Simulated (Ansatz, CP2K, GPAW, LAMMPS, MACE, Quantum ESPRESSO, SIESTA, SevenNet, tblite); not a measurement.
**47In2O3-53ZnO (mol %) with crystalline order left by the classical run (65 atoms): other programs against plane waves**

One geometry of 47In2O3-53ZnO (mol %) with crystalline order left by the classical run (65 atoms) is solved by several programs and methods. How far do their forces lie from a plane-wave PBE run?

Results are calculated, not measured.

**1. The structure**

The cell holds 65 atoms (18 In, 10 Zn and 37 O), with edges of 9.44, 9.44 and 9.44 Å. Recipe: 65 atoms (18 Sc, 10 Zn, 37 O) placed at random at 4.13 g/cm³, melted at 5000 K for 10 ps at fixed volume with the Morse and Coulomb pair potential with partial charges (Pedone, Malavasi, Menziani, Cormack and Segre, J. Phys. Chem. B 110, 11780 (2006)). Quenched from 5000 K to 300 K at 1000 K/ps and fixed volume, held 10 ps at zero pressure, then minimised at fixed cell. Then Sc was replaced by In and the cell scaled by 1.027 (the potential has no terms for the new elements, so the cell is a start for a DFT relaxation). The density is 6.54 g/cm³.

**2. The reference input**

Quantum ESPRESSO 7.5: Kohn-Sham DFT, PBE, SSSP efficiency 1.3.0 pseudopotentials, plane waves. Its input, pw.in:

```
&control
  calculation = 'scf'
  pseudo_dir = './pseudo'
  outdir = './tmp'
  disk_io = 'none'
  tprnfor = .true.
  tstress = .true.
/
&system
  ibrav = 0
  nat = 65
  ntyp = 3
  ecutwfc = 60
  ecutrho = 480
  nosym = .true.
  occupations = 'smearing'
  smearing = 'fd'
  degauss = 0.003675
/
&electrons
  conv_thr = 3.3e-07
  electron_maxstep = 100
  mixing_beta = 0.4
  mixing_mode = 'plain'
  diagonalization = 'david'
/
ATOMIC_SPECIES
In 114.818 In.upf
Zn 65.380 Zn.upf
O 15.999 O.upf
CELL_PARAMETERS angstrom
9.44060 0.00000 0.00000
0.00000 9.44060 0.00000
0.00000 0.00000 9.44060
ATOMIC_POSITIONS crystal
In 0.05954 0.67402 0.81369
In 0.25461 0.17209 0.32093
In 0.35469 0.78784 0.77280
In 0.73598 0.82878 0.66562
[... 59 atom lines left out ...]
O 0.77782 0.31653 0.49234
O 0.74489 0.66651 0.49619
K_POINTS gamma
```

```console
$ OMP_NUM_THREADS=1 mpirun -np 4 pw.x -in pw.in > output.txt
```

It took 2.8 min on 4 MPI ranks of Arm Neoverse V2, shared host; peak memory 2.6 GiB.

It converged with an r.m.s. force component of 0.28 eV/Å and a pressure of 1.5 GPa.

**3. The other programs**

- CP2K 2026.2: Gaussian basis with GTH pseudopotentials and a plane-wave density; labels give functional, basis (MOLOPT sets; SR short-range, UZH the newer set with its own potentials), grid cutoff/relative cutoff and solver (OT: orbital transformation; TRS4, TC2, SIGN: linear-scaling purification with its sparsity filter), or its built-in tight binding.
- GPAW 26.7.0: PAW with atomic orbitals (LCAO), plane waves or a real-space grid of spacing h.
- MACE: machine-learned potential, published weights.
- SIESTA 5.4.2: numerical atomic orbitals, whose automatically made sets are far from complete, with PseudoDojo norm-conserving potentials that we converted to its format (checked against plane waves on the same files for H, C, O, Si, Ge and Ca alone); labels give functional, basis size, energy shift and mesh cutoff.
- SevenNet: machine-learned potential, published weights.
- tblite 0.8.0: extended tight binding, driven from Python.

All use the same cell and atoms, and the electronic-structure runs the same k-mesh.

**4. Side by side**

Differences are against the reference: forces as r.m.s. over components, share as that over the reference's r.m.s. force, slope as the fitted ratio of a run's forces to the reference's.

| run | Δ force, r.m.s. (meV/Å) | share (%) | slope | Δ pressure (GPa) | cores | CPU time | memory (GiB) |
| --- | --- | --- | --- | --- | --- | --- | --- |
| reference | - | - | - | - | 4 | 11 min | 2.6 |
| CP2K PBE, DZVP-MOLOPT-SR, 280/50 Ry, diagonalisation (coarse) | 916 | 327 | 0.954 | 3.01 | 2 | 6.3 min | 1.4 |
| CP2K PBE, DZVP-MOLOPT-SR, 800/50 Ry, diagonalisation | 42.9 | 15.3 | 1.075 | 2.15 | 4 | 7.8 min | 5.7 |
| CP2K PBE, SZV-MOLOPT-SR, 800/50 Ry, diagonalisation (coarse) | 245 | 87.4 | 1.430 | 11.3 | 2 | 4.9 min | 3.0 |
| GPAW PBE, LCAO dzp, h 0.18 Å | 67.7 | 24.1 | 1.042 | - | 1 | 4.5 min | 1.5 |
| GPAW PBE, LCAO dzp, h 0.18 Å, other mixer settings | 67.5 | 24.1 | 1.044 | - | 1 | 5.2 min | 1.5 |
| GPAW PBE, LCAO sz(dzp), h 0.18 Å (coarse) | 184 | 65.5 | 1.025 | - | 1 | 1.8 min | 1.2 |
| MACE MP-0b2 small potential | 69.0 | 24.6 | 0.886 | 0.929 | 1 | 5.5 s | 0.67 |
| MACE MP-0b3 medium potential | 55.3 | 19.7 | 0.982 | 0.404 | 1 | 6.4 s | 0.96 |
| SIESTA PBE, DZP, shift 0.002 Ry, mesh 500 Ry | 95.3 | 34.0 | 1.123 | 2.81 | 4 | 17 min | 3.3 |
| SIESTA PBE, DZP, shift 0.01 Ry, mesh 500 Ry | 87.5 | 31.2 | 1.123 | -0.383 | 2 | 6.8 min | 1.9 |
| SIESTA PBE, SZ, shift 0.01 Ry, mesh 500 Ry (coarse) | 337 | 120 | 1.538 | -0.184 | 1 | 1.9 min | 0.82 |
| SIESTA PBE, SZ, shift 0.02 Ry, mesh 500 Ry (coarse) | 336 | 120 | 1.468 | -11.0 | 1 | 1.7 min | 0.7 |
| SIESTA PBE, SZP, shift 0.01 Ry, mesh 500 Ry (coarse) | 118 | 42.0 | 1.245 | 0.635 | 2 | 5.5 min | 1.7 |
| SevenNet l3i5 potential | 49.1 | 17.5 | 0.951 | 0.332 | 1 | 7.8 s | 1.3 |
| tblite IPEA1-xTB | 191 | 68.1 | 0.725 | -9.86 | 1 | 4.3 s | 0.11 |

Rows marked coarse were listed beforehand as settings not expected to be converged; some can still land near the reference.

Times of the machine-learned potentials are mostly Python's start and the loading of weights.

Left out of this page: tblite GFN1-xTB (killed or ended with an error).

Runs without a result: CP2K GFN1-xTB, diagonalisation (not converged).

CPU time is summed over cores on shared hosts, so it is rough.

**5. What came out**

Forces lie from 15 % (CP2K PBE, DZVP-MOLOPT-SR, 800/50 Ry, diagonalisation) to 327 % (CP2K PBE, DZVP-MOLOPT-SR, 280/50 Ry, diagonalisation, coarse) of the reference's r.m.s. force of 0.28 eV/Å away from it. The PBE runs in local orbitals, coarse settings apart, differ by 15 % (CP2K PBE, DZVP-MOLOPT-SR, 800/50 Ry, diagonalisation) to 34 % (SIESTA PBE, DZP, shift 0.002 Ry, mesh 500 Ry); basis, grid and potentials can all enter. Tight binding differs by 68 % (tblite IPEA1-xTB); it is another model, with fitted parameters of its own, and the xTB methods hold dispersion. Machine-learned potentials differ by 17 % (SevenNet l3i5 potential) to 25 % (MACE MP-0b2 small potential); they were trained on other programs' data.

IPEA1-xTB was fitted to ionisation energies and electron affinities, not to forces or charges. Runs with settings chosen to be coarse differ by 42 % (SIESTA PBE, SZP, shift 0.01 Ry, mesh 500 Ry) to 327 % (CP2K PBE, DZVP-MOLOPT-SR, 280/50 Ry, diagonalisation), their programs' other errors included. SIESTA PBE, SZP, shift 0.01 Ry, mesh 500 Ry stiffens the forces by a factor of 1.25 while following their directions (correlation 0.964). From CP2K PBE, DZVP-MOLOPT-SR, 280/50 Ry, diagonalisation to the finer CP2K PBE, DZVP-MOLOPT-SR, 800/50 Ry, diagonalisation the share falls from 327 to 15 %. Pressures at PBE, coarse settings apart, lie -0.38 to +2.81 GPa from the reference's.

**Limits.** Periodic xTB results under one method name differ between programs and library versions. The potentials hold different valence shells: 656 electrons in the reference, 576 in CP2K with SZV-MOLOPT-SR and 576 in GPAW; this bears on time and differences. The reference's pressure holds the uncorrected Pulay stress of its 60 Ry basis, so small pressure differences may be the reference's own error. Machine-learned potentials mimic data converged in k, so the reference's own k-point error enters their differences. The quench rate of 1000 K/ps is many orders above laboratory rates, so the cell is likely richer in defects and strain than a real sample. The network of bonds at the start is that of the classical potential that made the cell, and needn't be the one that DFT or experiment would give. The reference's stress is far from hydrostatic: its diagonal is -0.9, 3.1, 2.4 GPa, compression counted positive. The electronic-structure runs sample only Γ, in a cell whose shortest periodic width is 9 Å. The reference's pressure of 1.5 GPa reflects the volume that the recipe set, positions that aren't this level's minimum and the basis. Spin–orbit coupling is left out. Where levels are smeared, the DFT runs use Fermi–Dirac occupations at 580 K (0.05 eV), and energies are free energies. The reference's cutoffs and mesh weren't converged further here.

[Logs are printed without paths, hosts, clocks, repeated set-up lines and the standing remarks that a program may print on its own settings, such as how far it seeks lower states.]

[Hosts, paths, dates, database ids (printed as entryN), source tags and the programs' standing remarks are cut or masked in the printed files.]

[Cells were taken only where this reference lay near another plane-wave run.]
